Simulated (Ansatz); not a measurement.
# Dielectric function and optical constants of BaTiO3

What colour and refractive index does BaTiO3 have at this level of theory?

Main program and level: Ansatz 0.2.0; DFT, PBE, plane-wave PAW, default files, scalar-relativistic, independent-particle optical response without local fields.

## (1) The starting structure

Symmetry: Pm-3m, No. 221, cubic system. Conventional cell: a = 4.006 Å, b = 4.006 Å, c = 4.006 Å, α = 90.00°, β = 90.00°, γ = 90.00°. Ba has 12 O at 2.83 Å nearest. Nearest to Ti lie 6 O at 2.00 Å. Nearest to O lie 2 Ti at 2.00 Å and 4 Ba at 2.83 Å. Farther neighbours and most contacts between anions are not listed.

As a file:

```cif
data_structure
_symmetry_space_group_name_H-M 'P 1'
_symmetry_Int_Tables_number 1
_cell_length_a 4.0060
_cell_length_b 4.0060
_cell_length_c 4.0060
_cell_angle_alpha 90.000
_cell_angle_beta 90.000
_cell_angle_gamma 90.000
_cell_volume 64.29
loop_
_atom_site_label
_atom_site_type_symbol
_atom_site_fract_x
_atom_site_fract_y
_atom_site_fract_z
_atom_site_occupancy
Ba1 Ba 0.50000 0.50000 0.50000 1
Ti2 Ti 0.00000 0.00000 0.00000 1
O3 O 0.00000 0.00000 0.50000 1
O4 O 0.00000 0.50000 0.00000 1
O5 O 0.50000 0.00000 0.00000 1
```

## (2) Ground state and bands

The self-consistent density comes first; it also tells whether there is a gap, which decides the occupations and the need for a Drude term.

This step: DFT, PBE, plane-wave PAW, default files, scalar-relativistic, ground state (Ansatz 0.2.0).

The input, input.yaml:

```yaml
crystal:
  lattice:
    - [4.006, 0.0, 0.0]
    - [0.0, 4.006, 0.0]
    - [0.0, 0.0, 4.006]
  atoms:
    - { symbol: Ba, position: [0.5, 0.5, 0.5] }
    - { symbol: Ti, position: [0.0, 0.0, 0.0] }
    - { symbol: O, position: [0.0, 0.0, 0.5] }
    - { symbol: O, position: [0.0, 0.5, 0.0] }
    - { symbol: O, position: [0.5, 0.0, 0.0] }
kpoints:
  mp_grid: { grid: [6, 6, 6] }
  band_path:
    path:
      - [[0.0, 0.0, 0.0], [0.0, 0.5, 0.0], [0.5, 0.5, 0.0], [0.0, 0.0, 0.0], [0.5, 0.5, 0.5], [0.0, 0.5, 0.0]]
      - [[0.5, 0.5, 0.0], [0.5, 0.5, 0.5]]
    npoints: 10
scf:
  occupations: { method: fermi_dirac, width: 0.05 }
  n_extra_bands: 9
hamiltonian:
  xc: pbe
  pseudopotentials: { kind: paw }
output:
  forces: true
  stress: true
  populations: true
  write_bands: true
  write_density: true
  write_potential: true
  elf: true
  volumetric_format: npy
```

Launch:

```console
> ansatz run input.yaml --threads 4 --pin off --max-ram 8192MiB --backend cpu --events-out ev --progress --plain --runs-dir out
```

Numbers of over 12 decimals in the logs are rounded to 6 here.

The program printed:

```text
scf.n_extra_bands = 9 over 20 filled bands (N_el = 40.0): the run solves 29 bands
Engine: ansatz 0.2.0, x86_64-unknown-linux-gnu
Pseudopotentials: kind: paw
Pseudopotential: Ba, paw, valence charge 10, recommended cutoff 420 eV (normal), Ba.paw.azcp
Pseudopotential: Ti, paw, valence charge 12, recommended cutoff 420 eV (normal), Ti.paw.azcp
Pseudopotential: O, paw, valence charge 6, recommended cutoff 420 eV (normal), O.paw.azcp
Functional definition: PBE
  parameter kappa = 0.804
  parameter beta = 0.066725
  exchange = pbe_x(kappa = kappa, mu = beta*pi^2/3)
  correlation = pbe_c(beta = beta)
Crystal: 5 atoms, lattice volume = 64.288 Å³
Basis set: ecut = 420 eV, 1237 PW (Γ), exchange–correlation on 54×54×54 points (8 copies of the dense FFT grid, shifted against one another)
Bands: 29, of which v1, the nominal top of the filled ones, is band 20 counted from 1 (19 counted from 0)
Symmetry: 48 space group operations
Space group: Pm-3m (ITA 221), of the structure as read, at distance tolerance 4.0e-5 Å
k-points: 20 of 216
Non-local potential: Ba, projectors of the file, l = 0: 3, l = 1: 2, l = 2: 2, l = 3: 2
Non-local potential: Ti, projectors of the file, l = 0: 3, l = 1: 2, l = 2: 3, l = 3: 1
Non-local potential: O, projectors of the file, l = 0: 2, l = 1: 2, l = 2: 1
PAW form: soft (Blöchl's): semilocal exchange-correlation on the pseudo side does not see the compensation charge
PAW one-centre angular grid: Ba, 194 points (default); XC on 64 Gauss nodes
PAW one-centre angular grid: Ti, 590 points (default); XC on 64 Gauss nodes
PAW one-centre angular grid: O, 110 points (default); XC on 64 Gauss nodes
Initial density: superposition of atomic densities (neutral atoms: chi_scale 0, normalization atom), corrected by the library's trained network
Initial wavefunctions: pseudopotential atomic-orbital guess
Functional: x = pbe(κ = 0.804, μ = 0.219515), c = pbe(β = 0.066725)
SCF iter   1: F=—  HF=-10159.561596 eV  |F-HF|=—  |Δ(HF+E_count)|=         —  Δρ=1.56e-3  dr2=7.92e-4  ethr=1.77e-3  ⟨swp⟩=6.7  Hψ=3004  notcnv=0  defer=5
preconditioner: auto → Resta (q_TF=auto, 2.521 Å⁻¹)  ε∞=4.7  [insulator: Δε(μ)=1.792 eV  Ē_g=13.561 eV  σ=0.050 eV  W_gap=1.00  n_scr=18 (ndim 8)  ℏωp=26.2 eV  f_vac=0.000  D(μ)=0.00/eV (n_scr^D=0)  ε∞_Penn≈4.7]
SCF iter   2: F=—  HF=-10159.561946 eV  |F-HF|=—  |Δ(HF+E_count)|=   3.50e-4  Δρ=7.80e-4  dr2=2.18e-4  ethr=1.98e-6  ⟨swp⟩=2.0  Hψ=1070  notcnv=0  defer=24
SCF iter   3: F=—  HF=-10159.562080 eV  |F-HF|=—  |Δ(HF+E_count)|=   1.34e-4  Δρ=1.97e-4  dr2=2.36e-5  ethr=5.44e-7  ⟨swp⟩=2.8  Hψ=834  notcnv=0  defer=24
SCF iter   4: F=—  HF=-10159.562850 eV  |F-HF|=—  |Δ(HF+E_count)|=   7.71e-4  Δρ=6.79e-5  dr2=3.29e-6  ethr=5.91e-8  ⟨swp⟩=2.1  Hψ=891  notcnv=0  defer=24
SCF iter   5: F=—  HF=-10159.562850 eV  |F-HF|=—  |Δ(HF+E_count)|=   5.98e-7  Δρ=1.74e-5  dr2=2.07e-7  ethr=8.23e-9  ⟨swp⟩=2.0  Hψ=820  notcnv=0  defer=24
SCF iter   6: F=-10159.562850 eV  HF=-10159.562850 eV  |F-HF|=3.06e-9  |Δ(HF+E_count)|=   1.01e-8  Δρ=4.03e-6  dr2=8.06e-9  ethr=2.50e-10  ⟨swp⟩=13.9  Hψ=4434  notcnv=0
SCF 1 converged in 6 iterations: F = -10159.562850 eV  dr2 = 8.06e-9
  greatest PAW one-centre occupation: 0.999 electrons in one spin orbital (limit 2), on the Ti atom at site 1 (counted from 0), in its partial waves of l = 0
NSCF: frozen V_eff on 62 k-points
SCF converged after 6 iterations
Free energy (F): -10159.562850 eV
Harris-Foulkes:  -10159.562850 eV  (|F-HF|=3.06e-9)
Internal energy: -10159.562850 eV  (E = F + TS)
E sigma→0 (E₀):  -10159.562850 eV
Fermi energy:    11.182543 eV
--- Per-component energies (eV) ---
  E_band       = -141.683057
  E_kinetic    = 969.608511
  E_local      = -2096.798970  (includes V_loc(G=0)·N_el)
  E_nonlocal   = 203.395219
  E_hartree    = 818.450169
  E_xc         = -491.443236
  E_vxc        = -546.109131  (∫ρ·V_xc dr)
  E_paw        = -6744.375672  (= ΣΔE_a)
  E_vpaw       = -308.690332  (= ΣTr[D̂ρ^β])
  E_aug_tail   = 0.007333  (compensation charges beyond the density's cutoff)
  E_ewald      = -2818.406203
  E_smearing   = -0.000000  (= −TS)
  E_closure    = 0.000000  (closes the sum)
  Σ components = -10159.562850   (vs F -10159.562850, Δ=0.00e0)
--- Forces (eV/Å), atoms counted from 1 ---
  atom   1  Ba     0.00000000     0.00000000     0.00000000
  atom   2  Ti    -0.00000000    -0.00000000    -0.00000000
  atom   3  O      0.00000000    -0.00000000    -0.00000000
  atom   4  O      0.00000000    -0.00000000     0.00000000
  atom   5  O      0.00000000    -0.00000000     0.00000000
  max |Σ_I F_I| component: 1.69e-29 eV/Å
--- Stress (GPa, compression-positive) ---
        1.654238       0.000000       0.000000
        0.000000       1.654238       0.000000
        0.000000       0.000000       1.654238
  P = ⅓ Tr σ = 1.6542 GPa (16.542 kbar)
--- Band table (eV; the first three rows and the last of 20) ---
  k-point 0: bands = [... 16 lower, 9.1620, 10.1580, 10.1580, 10.1580, 12.0710, 12.0710, 12.0710, 14.2174, ... 5 higher]
  k-point 1: bands = [... 16 lower, 8.9494, 9.5364, 9.9751, 9.9751, 12.1019, 12.5807, 12.5807, 14.2187, ... 5 higher]
  k-point 2: bands = [... 16 lower, 8.5799, 8.6981, 9.7072, 9.7072, 12.1653, 13.4099, 13.4099, 14.2211, ... 5 higher]
  k-point 19: bands = [... 16 lower, 7.9289, 10.2664, 10.2664, 10.2664, 14.4588, 14.4588, 14.4588, 17.0936, ... 5 higher]
--- Löwdin populations: 5 sites ---
  site symbol       q [e]
     0     Ba      8.2274
     1     Ti     10.7796
     2      O      6.8787
     3      O      6.8787
     4      O      6.8787
  spilling = 0.008920 (of n_electrons = 40.000000)
```

Run time: 1.1 s. Hardware: 4 threads of Intel Xeon Platinum 8488C (Sapphire Rapids), shared host; peak memory 0.53 GiB; 3.7 s of CPU time.

In the SCF lines HF is the Harris–Foulkes energy and dr2 the Hartree energy of the density residual, in eV; the loop may stop once dr2 is under the threshold and the program's other checks hold. Hψ counts applications of the Hamiltonian.

Read-outs, printed or worked out from the files:

```
free energy                  : -10159.5628 eV
Fermi energy                 : 11.18 eV
gap by band count            : 1.805 eV
electrons                    : 40
symmetry operations          : 48
pressure                     : 1.654 GPa
volume                       : 64.29 Å³
gap on the path              : 1.805 eV
least direct gap on the path : 1.913 eV
```

There is a gap, 1.80 eV on the path, so no carriers' term is needed. The cell is left with a pressure of 1.7 GPa, as it stands unrelaxed at this level.

Electronic bands along the path, in eV, zero at the Fermi level; v1 is the highest filled band, c1 the lowest empty one:

```csv
point,v4,v3,v2,v1,c1,c2,c3,c4
Γ,-2.02,-1.02,-1.02,-1.02,0.89,0.89,0.89,3.04
halfway,-2.43,-2.11,-1.35,-1.35,0.95,1.83,1.83,3.04
X,-2.72,-2.72,-1.59,-1.59,1.01,2.60,2.60,3.04
halfway,-2.25,-2.17,-1.99,-1.39,1.88,2.61,2.73,3.70
M,-2.61,-1.75,-1.75,-0.96,2.62,2.62,3.04,3.88
halfway,-2.37,-1.91,-1.83,-1.37,1.79,1.92,2.18,3.60
Γ,-2.02,-1.02,-1.02,-1.02,0.89,0.89,0.89,3.04
halfway,-3.21,-1.60,-1.60,-1.50,2.27,2.29,2.29,5.01
R,-3.25,-0.92,-0.92,-0.92,3.28,3.28,3.28,5.91
halfway,-3.03,-1.79,-1.48,-1.40,2.38,2.82,2.84,4.97
X,-2.72,-2.72,-1.59,-1.59,1.01,2.60,2.60,3.04
jump to M,-2.61,-1.75,-1.75,-0.96,2.62,2.62,3.04,3.88
halfway,-3.34,-1.42,-1.42,-0.94,2.92,2.92,3.15,5.30
R,-3.25,-0.92,-0.92,-0.92,3.28,3.28,3.28,5.91
```

ELF in the ac plane at fractional y = 0.000, with atoms of Ti and O within 0.2 Å of it. It is the smooth field of the valence electrons, not physical close to the nuclei.

Ten even steps from '_' (0.01) to '@' (0.81), each cell a mean:
```
--****::##@@%%**@@@@==--##++
####--..**@@@@@@@@@@--..++##
--::..__--**%%@@%%++..__..--
====--....::==++==::....--==
@@@@%%==..__________::++@@@@
%%@@@@##::__________==%%@@@@
==##@@%%--__________++@@@@**
**%%@@%%::__________==%%@@%%
@@@@%%++..__________::**@@@@
##**++::__..::--::....--**##
::::..__::++%%%%##==..__..::
##**::..++%%@@@@@@%%--..--**
==##**::**@@%%##@@@@==::##**
__==##::##@@**==%%@@==--##--
```
Atoms in or near the plane, at fractional coordinates: Ti at (0.00, 0.00), O at (0.00, 0.50), O at (0.50, 0.00).

Electrostatic potential energy in the ac plane at fractional y = 0.000, with atoms of Ti and O within 0.2 Å of it. With pseudopotentials it is smooth inside the atoms' cores, unlike the true potential.

Ten even steps from '_' (-37 eV) to '@' (15 eV), each cell a mean:
```
....--**%%==..__::**%%++::..
::::++##@@##==--++%%%%##--::
++**##%%@@@@@@@@@@@@@@%%##++
%%%%@@@@@@@@@@@@@@@@@@@@%%%%
++**@@@@@@@@@@@@@@@@@@@@%%**
..::##@@@@@@@@@@@@@@@@@@++::
__..**@@@@@@@@@@@@@@@@@@--__
__..**@@@@@@@@@@@@@@@@@@==..
--++@@@@@@@@@@@@@@@@@@@@##==
##%%@@@@@@@@@@@@@@@@@@@@@@%%
****%%@@@@@@@@@@@@@@@@%%##**
----**%%@@@@****##@@@@##++--
....--**%%++....::**%%**::..
....--**##--____..++%%++::..
```
Atoms in or near the plane, at fractional coordinates: Ti at (0.00, 0.00), O at (0.00, 0.50), O at (0.50, 0.00).

## (3) Spectrum

The spectrum is a sum over vertical transitions between filled and empty bands at the fixed density, so many empty bands are needed.

This step: DFT, PBE, plane-wave PAW, default files, scalar-relativistic, independent-particle optical response without local fields (Ansatz 0.2.0).

input.yaml, the sections that differ from step 2:

```yaml
kpoints:
  mp_grid: { grid: [6, 6, 6] }
scf:
  occupations: { method: fixed }
output:
  optics:
    e_range: [0, 22]
    de: 0.05
    sigma: 0.15
    nscf_kmesh: { grid: [8, 8, 8] }
    bands: { spectra_wanted_up_to: 22 }
# crystal, hamiltonian: as in step 2
```

The program printed:

```text
[...]
Crystal: 5 atoms, lattice volume = 64.288 Å³
Basis set: ecut = 420 eV, 1237 PW (Γ)
Bands: 25, of which v1, the nominal top of the filled ones, is band 20 counted from 1 (19 counted from 0)
Symmetry: 48 space group operations
[...]
k-points: 20 of 216
[...]
SCF iter   1: F=—  HF=-10159.561821 eV  |F-HF|=—  |Δ(HF+E_count)|=         —  Δρ=1.53e-3  dr2=7.41e-4  ethr=1.77e-3  ⟨swp⟩=4.3  Hψ=2109  notcnv=0  defer=41
[...]
SCF iter   9: F=-10159.562211 eV  HF=-10159.562211 eV  |F-HF|=3.64e-12  |Δ(HF+E_count)|=  4.91e-11  Δρ=3.90e-8  dr2=1.75e-12  ethr=1.00e-12  ⟨swp⟩=9.1  Hψ=2099  notcnv=0
SCF 1 converged in 9 iterations: F = -10159.562211 eV  dr2 = 1.75e-12
[...]
NSCF: frozen V_eff on 35 k-points
output.optics: what the bands over the 60 summed would add to eps1, eps2 and the energy-loss function is held between a lower and an upper bound (7 Lanczos steps). eps1, eps2 and their loss function (loss_summed_bands) are given on every row as the summed bands alone make them. Along an axis, on a row where the two bounds hold the loss function to about 1 % of the greater of itself and 0.5 % of |1/eps|, its cell (loss_completed) is given, with the completed eps1 and eps2 that it is formed of (a cell that is left empty reads nan in the table and null in the record). The two bounds hold it so along every axis on all 441 rows up to 22.000 eV. [rest of the remark cut]
SCF converged after 9 iterations
Free energy (F): -10159.562211 eV
[...]
Internal energy: -10159.562211 eV  (E = F + TS)
E sigma→0 (E₀):  -10159.562211 eV
Fermi energy:    10.266221 eV
[...]
--- Band table (eV; the first three rows and the last of 20) ---
  k-point 0: bands = [... 16 lower, 9.1619, 10.1580, 10.1580, 10.1580, 12.0713, 12.0713, 12.0713, 14.2164, ... 1 higher]
  k-point 1: bands = [... 16 lower, 8.9493, 9.5363, 9.9751, 9.9751, 12.1021, 12.5810, 12.5810, 14.2177, ... 1 higher]
  k-point 2: bands = [... 16 lower, 8.5798, 8.6979, 9.7072, 9.7072, 12.1656, 13.4101, 13.4101, 14.2200, ... 1 higher]
  k-point 19: bands = [... 16 lower, 7.9289, 10.2662, 10.2662, 10.2662, 14.4591, 14.4591, 14.4591, 17.0935, ... 1 higher]
```

Wall time 9.3 s (4 threads); peak memory 1.1 GiB.

Read-outs, printed or worked out from the files:

```
electronic dielectric constant ε∞, mean over x, y and z (by symmetry where fewer were run)                                                          : 6.837
absorption onset, first axis (α over 10⁴ cm⁻¹, or the direct gap if that lies higher)                                                               : 1.919 eV
main peak of Im epsilon, first axis                                                                                                                 : 4.146 eV
photocurrent from vertical transitions in a film 500 nm thick on a perfect mirror (two passes), AM1.5G, no front reflection, all carriers collected : 15.89 mA/cm²
least direct gap on the mesh                                                                                                                        : 1.913 eV
bands summed                                                                                                                                        : 60
spectra valid up to                                                                                                                                 : 29.79 eV
program's estimate of the k-sum error in Im epsilon                                                                                                 : 0.17 %
electrons in the f-sum                                                                                                                              : 27.18
```

Table of Im ε, any direction by photon energy; read off at these points:

```csv
photon energy (eV),"Im ε, any direction"
1.50,1.3e-5
2.00,0.575
2.50,2.57
3.00,4.10
3.50,6.42
4.00,9.35
4.15,9.68
4.50,6.01
5.00,3.59
5.50,2.78
6.00,2.56
6.50,4.03
7.00,4.55
7.50,3.64
8.00,3.86
8.50,5.01
8.80,5.29
9.00,4.88
9.50,4.10
10.00,4.69
10.50,4.27
11.00,3.47
11.50,2.81
12.00,2.65
12.50,1.36
13.00,1.16
13.50,0.985
14.00,0.783
14.50,0.405
15.00,0.486
15.50,1.28
16.00,1.17
16.50,1.32
17.00,2.07
17.50,2.76
18.00,4.19
18.50,4.61
19.00,4.94
19.50,3.09
20.00,2.19
20.50,1.85
21.00,2.06
21.50,1.64
22.00,1.33
```

Re ε, any direction against photon energy:

```
photon energy (eV)  Re ε, any direction
                 0                 6.84
                 1                 7.15
                 2                 9.08
                 3                 9.46
                 4                 6.11
                 5                 1.51
                 6                 3.55
                 7                 3.16
                 8                 3.38
                 9                 1.38
                10                0.780
                11             -0.00389
                12               -0.922
                13               0.0388
                14                0.642
                15                 1.85
                16                 2.01
                17                 2.90
                18                 2.38
                19              -0.0250
                20                -1.01
                21               -0.585
                22               -0.830
```

The refractive index n and extinction k by photon energy:

```
photon energy (eV)      n       k
                 0   2.61       0
                 1   2.67       0
                 2   3.02  0.0953
                 3   3.14   0.652
                 4   2.94    1.59
                 5   1.64    1.09
                 6   1.99   0.643
                 7   2.09    1.09
                 8   2.06   0.936
                 9   1.80    1.36
                10   1.66    1.41
                11   1.32    1.32
                12  0.970    1.36
                13  0.773   0.748
                14  0.910   0.430
                15   1.37   0.177
                16   1.47   0.399
                17   1.80   0.575
                18   1.90    1.10
                19   1.57    1.58
                20  0.836    1.31
                21  0.883    1.17
                22  0.607    1.09
```

Table of loss function −Im 1/ε at q → 0, any direction by energy loss; read off at these points:

```csv
energy loss (eV),"loss function −Im 1/ε at q → 0, any direction"
1.0,0
2.0,0.00694
3.0,0.0386
4.0,0.0749
5.0,0.237
6.0,0.134
7.0,0.148
8.0,0.147
9.0,0.190
10.0,0.207
11.0,0.289
12.0,0.337
13.0,0.864
13.2,0.946
14.0,0.763
15.0,0.133
15.8,0.258
16.0,0.217
17.0,0.163
18.0,0.180
19.0,0.202
20.0,0.377
20.4,0.521
21.0,0.449
22.0,0.542
```

Values under 1 per cm are given as 1. The absorption coefficient, any direction by photon energy:

```csv
photon energy (eV),"absorption coefficient, any direction (1/cm)"
0.000,1
0.500,1
1.000,1
1.500,1
2.000,19318
2.500,1.0e5
3.000,2.0e5
3.500,3.7e5
4.000,6.4e5
4.500,7.6e5
5.000,5.5e5
5.500,4.3e5
6.000,3.9e5
6.500,6.0e5
7.000,7.7e5
7.500,7.4e5
8.000,7.6e5
8.500,1.0e6
9.000,1.2e6
9.500,1.2e6
10.000,1.4e6
10.500,1.6e6
11.000,1.5e6
11.500,1.4e6
12.000,1.7e6
12.500,1.3e6
13.000,9.9e5
13.500,7.9e5
14.000,6.1e5
14.500,2.8e5
15.000,2.7e5
15.500,6.5e5
16.000,6.5e5
16.500,6.8e5
17.000,9.9e5
17.500,1.3e6
18.000,2.0e6
18.500,2.6e6
19.000,3.0e6
19.500,3.1e6
20.000,2.6e6
20.500,2.2e6
21.000,2.5e6
21.500,2.6e6
22.000,2.4e6
```

Optical constants at common wavelengths, from n + ik = √ε:

```
wavelength (nm)     n      k  R (%)        1/α
           1550  2.65  0.000   20.5  over 1 mm
            800  2.79  0.000   22.3  over 1 mm
            633  3.00  0.072   25.0     703 nm
            532  3.11  0.280   26.7     151 nm
            308  2.90  1.629   35.1      15 nm
            248  1.64  1.093   19.7      18 nm
            193  2.24  0.862   20.3      18 nm
```

Rows near the edge hang on the gap, which this functional as a rule makes too small, and phonon-assisted absorption is left out.

Through 1 µm of it, D65 light comes out red, dark (x = 0.678, y = 0.321; 2 % transmitted). A larger true gap would move the edge to shorter wavelengths and change the colour.

The f-sum over the summed bands holds 27.2 of the cell's 40 electrons outside the frozen cores, 16 of which lie in bands more than 12 eV below the Fermi level, whose transitions come at higher energies. Up to 22 eV the strength has a mean oscillator energy of 8.6 eV, well above the main peak, so higher transitions carry much of it.

(Continued in part 2 of 2.)

[Logs are printed without paths, hosts, clocks, repeated set-up lines and the standing remarks that a program may print on its own settings, such as how far it seeks lower states.]

[Hosts, paths, dates, database ids (printed as entryN), source tags and the programs' standing remarks are cut or masked in the printed files.]
